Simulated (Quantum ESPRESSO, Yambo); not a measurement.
# A GW chain in Yambo: PbO (Massicot), part 3 of 3

How does a plane-wave GW calculation on PbO (Massicot) run from the first input to the gap?

Quantum ESPRESSO 7.5 and Yambo 5.3.0; PBEsol and many-body steps on it, plane waves. Known limits of the many-body steps: not at the basis limit; no spin-orbit coupling; coarse k mesh.

So far. Step 3 (Bands along the symmetry lines): The gap is 2.074 eV, −0.286 eV from the run before at this level. Step 4 (Empty states on the mesh, 2×2×4 mesh, 282 bands): On this mesh the gap is 2.360 eV.

## 6. Screening and self-energy, 2×2×4 mesh, 282 bands, screening to 149.7 eV

Now the one-shot GW correction: screening in the RPA, then the self-energy of the levels asked for.

This step: G0W0 on PBEsol, plane waves, norm-conserving pseudopotentials.

Contents of gw1.in:

```
HF_and_locXC
gw0
dyson
ppa
em1d
rim_cut
RandQpts= 1000000
RandGvec= 1 RL
EXXRLvcs= 76 Ry
VXCRLvcs= 304 Ry
Chimod= "HARTREE"
% BndsRnXp
 1 | 282 |
%
NGsBlkXp= 11 Ry
% LongDrXp
 1 | 1 | 1 |
%
% GbndRnge
 1 | 282 |
%
DysSolver= "n"
ExtendOut
PPAPntXp= 27.21138 eV
% QPkrange
 7 | 7 | 55 | 58 |
 11 | 11 | 55 | 58 |
 1 | 1 | 55 | 58 |
%
```

Started as:

```bash
> OMP_NUM_THREADS=2 mpirun -n 2 yambo -F gw1.in -J gw1 -C gw1 > gw1.log
```

The log of the run:

```text
 Yambo, version 5.3.0

 [02] CORE Variables Setup
 =========================

  [... cell, symmetries and grids as in the set-up ...]

  [02.05] Energies & Occupations
  ==============================

  [X] === General ===
  [X] Electronic Temperature                        :  0.000000  0.000000 [eV K]
  [X] Bosonic    Temperature                        :  0.000000  0.000000 [eV K]
  [X] Finite Temperature mode                       : no
  [X] El. density                                   :  0.72832E+24 [cm-3]
  [X] Fermi Level                                   :  10.12344 [eV]

  [X] === Gaps and Widths ===
  [X] Conduction Band Min                           :  2.359628 [eV]
  [X] Valence Band Max                              :  0.000000 [eV]
  [X] Filled Bands                                  :   56
  [X] Empty Bands                                   :   57  282
  [X] Direct Gap                                    :  2.785364 [eV]
  [X] Direct Gap localized at k                     :  11
  [X] Indirect Gap                                  :  2.359628 [eV]
  [X] Indirect Gap between kpts                     :   7  11
  [X] Last valence band width                       :  0.774453 [eV]
  [X] 1st conduction band width                     :  1.772513 [eV]

 [03] Transferred momenta grid and indexing
 ==========================================

 IBZ Q-points                                      :  12
 BZ  Q-points                                      :  16

 K/Q-points units:
 rlu = crystal or reduced units; cc = cartesian coordinates; iku = interal k-units

 Q [ 1]         [rlu]:  0.000000  0.000000  0.000000
 Q [ 2]         [rlu]:  0.000000  0.000000  0.250000
 Q [ 3]         [rlu]:  0.000000  0.000000 -0.500000
 Q [ 4]         [rlu]:  0.000000 -0.500000  0.000000
 Q [ 5]         [rlu]:  0.000000 -0.500000  0.250000
 Q [ 6]         [rlu]:  0.000000 -0.500000 -0.500000
 Q [ 7]         [rlu]: -0.500000  0.000000  0.000000
 Q [ 8]         [rlu]: -0.500000  0.000000  0.250000
 Q [ 9]         [rlu]: -0.500000  0.000000 -0.500000
 Q [10]         [rlu]: -0.500000 -0.500000  0.000000
 Q [11]         [rlu]: -0.500000 -0.500000  0.250000
 Q [12]         [rlu]: -0.500000 -0.500000 -0.500000

 [04] Coloumb potential Random Integration (RIM)
 ===============================================

  [04.01] RIM initialization
  ==========================

  * Diagonal components only detected *

  8 x (sBL volume)        :  0.119513 [a.u.]
  sBZ random points       :  1000000
  Points outside the sBZ  :   7992674
  RL volume               :  0.239026 [a.u.]
  Integrated volume       :  0.239245 [a.u.]

  [04.02] RIM integrals
  =====================

  Gamma point sphere radius             :  0.089349 [a.u.]
  Points outside the sphere             :   800059
  [Int_sBZ(q=0) 1/q^2]*(Vol_sBZ)^(-1/3) =:  7.447063
                                 should be <:  7.795600

  Summary of Coulomb integrals for non-metallic bands |Q|[au] RIM/Bare

  Q [1] 0.100000E-4 0.955291 * Q [2] 0.174893 0.809403
  Q [7] 0.282103 1.103457 * Q [4] 0.302794 1.141031
  Q [8] 0.331918 1.044281 * Q [5] 0.349673 1.068273
  Q [3] 0.349785 0.947418 * Q [10] 0.413843 1.084788
  Q [11] 0.449281 1.052963 * Q [9] 0.449368 0.999957
  Q [6] 0.462638 1.010451 * Q [12] 0.541863 1.016934

 [05] Dipoles
 ============

  [05.01] Setup: observables and procedures
  =========================================

  [WARNING] [x,Vnl] slows the Dipoles computation. To neglect it rename the ns.kb_pp file

 [06] Dynamic Dielectric Matrix (PPA)
 ====================================

 [WR./gw1//ndb.pp]---------------------------------------------------------------
  Brillouin Zone Q/K grids (IBZ/BZ)                :  12  16  12  16
  RL vectors                                       :  13905 [WF]
  Coulomb cutoff potential                         : none
  Electronic Temperature                           :  0.000000 [K]
  Bosonic    Temperature                           :  0.000000 [K]
  PPA    diel. fun.  energies                      : Perdew, Burke & Ernzerhof SOL(X)+Perdew, Burke & Ernzerhof SOL(C)
  wavefunctions                                    : Perdew, Burke & Ernzerhof SOL(X)+Perdew, Burke & Ernzerhof SOL(C)
  Global Gauge                                     : length
  X matrix size                                    :   653
  X band range                                     :    1  282
  X e/h energy range                               : -1.000000 -1.000000 [eV]
  X Time ordering                                  : R
  X Hxc Kernel                                     : HARTREE
  X Drude frequency                                :  0.000000  0.000000
  X poles                                          :  100.0000 [o/o]
  RL vectors in the sum                            :  13905
  [r,Vnl] included                                 : yes
  Field direction                                  :  0.577350E-5  0.577350E-5  0.577350E-5
  BZ energy Double Grid                            : no
  BZ energy DbGd points                            : 0
  BZ Q point size factor                           : -1.000000
  X Optical Averaged directions                    : none

 [07] Local Exchange-Correlation + Non-Local Fock
 ================================================

 [VXC] Plane waves :   92805
 [EXS] Plane waves :  11595

 QP @ state[ 1 ] K range:  1  1
 QP @ state[ 1 ] b range:   55   58
 QP @ state[ 2 ] K range:   7   7
 QP @ state[ 2 ] b range:   55   58
 QP @ state[ 3 ] K range:  11  11
 QP @ state[ 3 ] b range:   55   58

 [xc] Functional : Perdew, Burke & Ernzerhof SOL(X)+Perdew, Burke & Ernzerhof SOL(C)
 [xc] LIBXC used to calculate xc functional
  PP Number of Atomic Species                      :  2
  NLCC RL compoments                               :   92805
  PP Number of Atomic Species                      :  2
  NLCC RL compoments                               :   92805

 [xc] E_xc :  -76.89413 [Ha]
      E_xc :  -153.7883 [Ry]

  Local XC kind (lXC) : Perdew, Burke & Ernzerhof SOL(X)+Perdew, Burke & Ernzerhof SOL(C)
  Non-Local XC kind (nlXC) : Hartree-Fock

  Corrections @ K [1] :  [eV]
 <55|nlXC|55> = -21.22252  0.24849E-16 <55|lXC|55> = -17.49775 -0.75527E-15
 <56|nlXC|56> = -21.29616  0.30081E-17 <56|lXC|56> = -18.00987 -0.56645E-15
 <57|nlXC|57> = -8.972433  0.99074E-18 <57|lXC|57> = -12.73610 -0.18882E-15
 <58|nlXC|58> = -10.76372  0.20964E-17 <58|lXC|58> = -14.56886  0.000000

  Corrections @ K [7] :  [eV]
 <55|nlXC|55> = -20.82406 -0.87204E-17 <55|lXC|55> = -17.10401  0.000000
 <56|nlXC|56> = -21.87445  0.55155E-17 <56|lXC|56> = -18.20040  0.000000
 <57|nlXC|57> = -8.055835  0.19188E-17 <57|lXC|57> = -12.00923 -0.23602E-16
 <58|nlXC|58> = -8.945231  0.28771E-17 <58|lXC|58> = -12.57078  0.000000

  Corrections @ K [11] :  [eV]
 <55|nlXC|55> = -21.04648  0.19419E-17 <55|lXC|55> = -17.74869  0.94408E-16
 <56|nlXC|56> = -21.04715  0.17815E-17 <56|lXC|56> = -17.74870  0.000000
 <57|nlXC|57> = -8.298716  0.59151E-18 <57|lXC|57> = -11.76638  0.47204E-16
 <58|nlXC|58> = -8.298672  0.30126E-17 <58|lXC|58> = -11.76638 -0.16226E-16

 [08] Dyson equation: Newton solver
 ==================================

  [08.01] G0W0 (W PPA)
  ====================

  [  GW  ] Bands range     :    1  282
  [GW/PPA] G damping       :  0.100000 [eV]

  QP @ state[ 1 ] K range:  1  1
  QP @ state[ 1 ] b range:   55   58
  QP @ state[ 2 ] K range:   7   7
  QP @ state[ 2 ] b range:   55   58
  QP @ state[ 3 ] K range:  11  11
  QP @ state[ 3 ] b range:   55   58

   Sc/G bands                                       :    1  282
   Sc/G damping                                     :  0.100000 ev
   Sc bands terminator                              : no
   Sx RL components                                 :  11595

   QP @ state[ 1 ] K range                          :  1  1
   QP @ state[ 1 ] b range                          :   55   58
   QP @ state[ 2 ] K range                          :   7   7
   QP @ state[ 2 ] b range                          :   55   58
   QP @ state[ 3 ] K range                          :  11  11
   QP @ state[ 3 ] b range                          :   55   58
   GF energies kind                                 : Perdew, Burke & Ernzerhof SOL(X)+Perdew, Burke & Ernzerhof SOL(C)
   GF WF`s kind                                     : Perdew, Burke & Ernzerhof SOL(X)+Perdew, Burke & Ernzerhof SOL(C)
   Xs energies kind                                 : Perdew, Burke & Ernzerhof SOL(X)+Perdew, Burke & Ernzerhof SOL(C)
   Xs WF`s kind                                     : Perdew, Burke & Ernzerhof SOL(X)+Perdew, Burke & Ernzerhof SOL(C)

 [11] Game Over & Game summary
```

Wall time 21 min (2 MPI ranks of Arm Neoverse V1, shared host); peak memory 2.7 GiB.

Numbers from this step:

```
G0W0 gap on the points computed              : 2.926 eV
starting gap on the mesh                     : 2.360 eV
k of the valence top                         : 0, 0, 0
k of the conduction bottom                   : -0.5, -0.5, 0.25
least direct G0W0 gap on the computed points : 3.372 eV
Z at the valence top                         : 0.7799
Z at the conduction bottom                   : 0.8276
```

The gap on the mesh goes from 2.36 eV to 2.93 eV, a correction of +0.57 eV.

Limits: finite bands, cutoff and mesh; no spin-orbit coupling; coarse k mesh. v1 is the top filled band, c1 the lowest empty one. Levels before and after the correction, in eV, zero at the valence-band top of each column:

```
           conduction bottom  valence top
Kohn-Sham               2.36         0.00
     G0W0               2.93         0.00
```

|  | level | energy (eV) |
| --- | --- | --- |
| Kohn-Sham | Γ v2 | -0.365 |
| Kohn-Sham | Γ v1 | -0.011 |
| Kohn-Sham | Γ c1 | 3.351 |
| Kohn-Sham | Γ c2 | 3.873 |
| Kohn-Sham | (-0.5 -0.5 0.25) v2-v1 | -0.426 |
| Kohn-Sham | (-0.5 -0.5 0.25) c1-c2 | 2.360 |
| G0W0 | Γ v2 | -0.440 |
| G0W0 | Γ v1 | 0.000 |
| G0W0 | Γ c1 | 4.048 |
| G0W0 | Γ c2 | 4.751 |
| G0W0 | (-0.5 -0.5 0.25) v2-v1 | -0.446 |
| G0W0 | (-0.5 -0.5 0.25) c1-c2 | 2.926 |

## 7. Where the time went

Times are wall times on the hardware named with each run, good to a factor of about two.

```
                          step     time  share  memory (GiB)
                  ground state  2.1 min    8 %           1.0
bands along the symmetry lines     75 s    5 %           0.6
      empty states on the mesh  2.3 min    9 %           1.4
         conversion and set-up    3.6 s    0 %          0.26
     screening and self-energy   21 min   79 %           2.7
```

## 8. Summary of results

* PBEsol gap: 2.07 eV, indirect
* G0W0 gap on the mesh: 2.93 eV
* G0W0 gap over the zone (rigid shift): 2.64 eV
* GW settings: 2×2×4 mesh, 282 bands, screening to 149.7 eV, Godby-Needs plasmon pole
* known limits: not at the basis limit; no spin-orbit coupling; coarse k mesh

**Reading.** G0W0 moves the gap on the mesh from 2.36 eV to 2.93 eV (+0.57 eV), with Z of 0.78 and 0.83 at the edges. The mesh misses the band edges by 0.29 eV in all; a rigid shift gives 2.64 eV for the zone. Only 3 of the mesh's irreducible points were corrected, so a valley elsewhere could overtake. The dearest step here is «screening and self-energy». Against experiment, by G0W0@PBEsol: the gap of 2.64 eV lies +0.14 eV from the measured 2.5 eV (kind not stated, quoted 2017). The calculation has static nuclei and no excitons; a measured gap holds zero-point and thermal motion, which mostly lowers it. With atoms this heavy the missing spin-orbit coupling can matter too. Bands and cutoff are finite, so the gap is not at the basis limit. The miss can reach some tenths of an eV and take either sign; the mesh is an error of its own. In the G0W0 run levels were corrected at 3 k points alone, so a gap called «on the mesh» is the least over those, and an edge elsewhere would be missed. A denser mesh or path gives a starting gap of 2.07 eV: the GW mesh misses a band edge, so its gaps are not the fundamental one. The 2×2×4 mesh is coarse for this cell, which bears on the long-range parts of exchange and screening. Where an edge is built on 6p states of lead, bismuth or thallium, scalar-relativistic gaps usually stand too wide, by a few tenths to over one eV.

[Paths, hosts, dates, memory and timing lines, banners, echoed tables and standing remarks are left out of the program output.]

[Logs are printed without paths, hosts, clocks, repeated set-up lines and the standing remarks that a program may print on its own settings, such as how far it seeks lower states.]

[Runs of the session that timed out or met a known fault of the program may be left out.]

[Hosts, paths, dates, database ids (printed as entryN), source tags and the programs' standing remarks are cut or masked in the printed files.]
